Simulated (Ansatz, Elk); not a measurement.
# Bonding as seen by X-rays: NbSi, part 2 of 2

The structure of NbSi used here is made up (a known structure type with other elements) and was relaxed beforehand with PBE. The aim is the Fourier transform of its all-electron density, F(hkl), set beside the sum over free spherical atoms that refinements use.

Elk 11.2.3 (patched build); all-electron DFT.

So far: Starting point; Ground state and structure factors; The highest occupied states alone.

The structure was built from a prototype and need not be the compound's stable phase.

**4. Another functional**

Level of this step: DFT, LDA (Perdew-Wang), all-electron APW+lo, Dirac cores, scalar-relativistic bands, static density, no spin (Elk).

The difference from free atoms is small, so it is set against the change that LDA (Perdew-Wang) makes.

elk.in reads:

```
tasks
  0
  195

xctype
  3

spinpol
  .false.

rgkmax
  7.0

gmaxvr
  14.0

lmaxo
  7

lmaxapw
  8

swidth
  0.002

tshift
  .false.

ramdisk
  .false.

hmaxvr
  5.5

maxscl
  120

epspot
  1e-06

sppath
  './'

avec
  -0.00000000000 5.44559260055 5.44559260055
  5.44559260055 0.00000000000 5.44559260055
  5.44559260055 5.44559260055 0.00000000000

atoms
  2
  'Nb.in'
  1
  0.0000000000 -0.0000000000 -0.0000000000   0.000000 0.000000 0.000000
  'Si.in'
  1
  0.7500000000 0.7500000000 0.7500000000   0.000000 0.000000 0.000000

ngridk
  7 7 7
```

Launch:

```
$ OMP_NUM_THREADS=4 elk
```

Numbers of over 12 decimals in the logs are rounded to 6 here.

Output:

```text
┌─────────────────────────┐
│ Elk code version 11.2.3 │
└─────────────────────────┘

All units are atomic (Hartree, Bohr, etc.)

┌─────────────────────────────────────────────────┐
│ Ground-state run starting from atomic densities │
└─────────────────────────────────────────────────┘

Lattice vectors :
  -0.000000000       5.445592601       5.445592601
   5.445592601       0.000000000       5.445592601
   5.445592601       5.445592601       0.000000000

Reciprocal lattice vectors :
 -0.5769055609      0.5769055609      0.5769055609
[...]
interstitial                :    3.805337614
 muffin-tins (core leakage)
  species : 1 (Nb)
   atom 1                    :    38.95908472     ( -0.3596878496E-05)
  species : 2 (Si)
   atom 1                    :    12.23557766     (  0.1932696372E-02)
 total in muffin-tins        :    51.19466239
 total calculated charge     :    54.99783133
 total charge                :    55.00000000
 error                       :   0.2168666604E-02

┌──────────────────────────────┐
│ Self-consistent loop stopped │
└──────────────────────────────┘

Warning : core states of species 2 leak from the muffin-tin :   0.1932696372E-02

Wrote STATE.OUT
[key lines of the parts left out:]
total energy                :     -4105.4074320031
```

Run time: 5.1 s. Hardware: 4 threads of Arm Neoverse V2, shared host; peak memory 0.19 GiB; 12 s of CPU time.

Against the first run R = 0.05 %; the largest change is +0.021 at 600.

**5. Basis size**

A smaller basis shows how fast F responds to it; the change is likely larger than the basis error of the first run, but doesn't show convergence.

elk.in, as its differences from that of step 4:

```diff
@@ -5,3 +5,3 @@
 xctype
-  3
+  20
 
@@ -11,3 +11,3 @@
 rgkmax
-  7.0
+  5.5
```

Launch:

```
$ OMP_NUM_THREADS=4 elk
```

Output:

```text
┌─────────────────────────┐
│ Elk code version 11.2.3 │
└─────────────────────────┘

All units are atomic (Hartree, Bohr, etc.)

┌─────────────────────────────────────────────────┐
│ Ground-state run starting from atomic densities │
└─────────────────────────────────────────────────┘

Lattice vectors :
  -0.000000000       5.445592601       5.445592601
   5.445592601       0.000000000       5.445592601
   5.445592601       5.445592601       0.000000000

Reciprocal lattice vectors :
 -0.5769055609      0.5769055609      0.5769055609
[...]
interstitial                :    3.891619227
 muffin-tins (core leakage)
  species : 1 (Nb)
   atom 1                    :    38.88508468     (  0.1272629142E-05)
  species : 2 (Si)
   atom 1                    :    12.22329609     (  0.1897107948E-02)
 total in muffin-tins        :    51.10838077
 total calculated charge     :    54.99793812
 total charge                :    55.00000000
 error                       :   0.2061883190E-02

┌──────────────────────────────┐
│ Self-consistent loop stopped │
└──────────────────────────────┘

Warning : core states of species 2 leak from the muffin-tin :   0.1897107948E-02

Wrote STATE.OUT
[key lines of the parts left out:]
total energy                :     -4110.4081653555
```

Run time: 6.8 s. Hardware: 4 threads; peak memory 0.19 GiB.

Against the first run R = 0.02 %; the largest change is +0.037 at 400.

**6. Basis size**

The basis and the expansions that go with it are enlarged, to see whether the differences are converged.

elk.in, as its differences from that of step 5:

```diff
@@ -11,12 +11,12 @@
 rgkmax
-  5.5
+  8.5
 
 gmaxvr
-  14.0
+  18.0
 
 lmaxo
-  7
+  9
 
 lmaxapw
-  8
+  10
```

Launch:

```
$ OMP_NUM_THREADS=4 elk
```

Output:

```text
┌─────────────────────────┐
│ Elk code version 11.2.3 │
└─────────────────────────┘

All units are atomic (Hartree, Bohr, etc.)

┌─────────────────────────────────────────────────┐
│ Ground-state run starting from atomic densities │
└─────────────────────────────────────────────────┘

Lattice vectors :
  -0.000000000       5.445592601       5.445592601
   5.445592601       0.000000000       5.445592601
   5.445592601       5.445592601       0.000000000

Reciprocal lattice vectors :
 -0.5769055609      0.5769055609      0.5769055609
[...]
interstitial                :    3.814484809
 muffin-tins (core leakage)
  species : 1 (Nb)
   atom 1                    :    38.95284891     (  0.1278681871E-05)
  species : 2 (Si)
   atom 1                    :    12.23266628     (  0.1901286178E-02)
 total in muffin-tins        :    51.18551519
 total calculated charge     :    54.99807598
 total charge                :    55.00000000
 error                       :   0.1924018095E-02

┌──────────────────────────────┐
│ Self-consistent loop stopped │
└──────────────────────────────┘

Warning : core states of species 2 leak from the muffin-tin :   0.1901286178E-02

Wrote STATE.OUT
[key lines of the parts left out:]
total energy                :     -4110.4424068597
```

Elapsed: 18 s, on 4 threads; peak memory 0.19 GiB.

Against the first run R = 0.01 %; the largest change is -0.005 at 511.

**7. Settings against the effect**

| run | R against the first run (%) | R against neutral atoms, low angle (%) | wall time |
| --- | --- | --- | --- |
| PBE, rgkmax 7 | 0.00 | 0.47 | 7.7 s |
| LDA (Perdew-Wang) | 0.05 | 0.47 | 5.1 s |
| rgkmax 5.5 | 0.02 | 0.51 | 6.8 s |
| rgkmax 8.5 with larger expansions | 0.01 | 0.47 | 18 s |

**8. Results**

| Item | Value |
| --- | --- |
| R against neutral atoms, sin θ/λ < 0.3 Å⁻¹ | 0.47 % |
| R against neutral atoms, 0.3 to 0.81 Å⁻¹ | 0.30 % |

In words: Independent neutral atoms miss the calculated amplitudes by R = 0.47 % below 0.3 Å⁻¹ and 0.30 % from there to 0.81 Å⁻¹; by shells, 0.47 % 0.15 to 0.3 (4 forms), 0.56 % 0.3 to 0.45 (5 forms), 0.26 % above 0.45 (30 forms). Bonding, aspherical density and the tables' own atoms all enter these figures, and the runs don't part them. The largest change of an amplitude is -0.38 electrons, at 200. R counts amplitudes alone; phases shift too. The window's part falls from 9.0 electrons at the origin to at most 0.16 between 0.45 and 0.81 Å⁻¹. Below 0.3 Å⁻¹ the changes that finished (LDA (Perdew-Wang), rgkmax 5.5 and rgkmax 8.5 with larger expansions) move F by R = 0.04 % at most, against the 0.47 % that separates it from free atoms. The k-mesh has no finished test. These runs have no spin, though d or f shells may be open. Part of the difference isn't bonding: the tables are fits to free atoms and ions calculated by other methods than this functional. Thermal motion, anomalous dispersion and extinction are left out.

[Logs are printed without paths, hosts, clocks, repeated set-up lines and the standing remarks that a program may print on its own settings, such as how far it seeks lower states.]

[Hosts, paths, dates, database ids (printed as entryN), source tags and the programs' standing remarks are cut or masked in the printed files.]
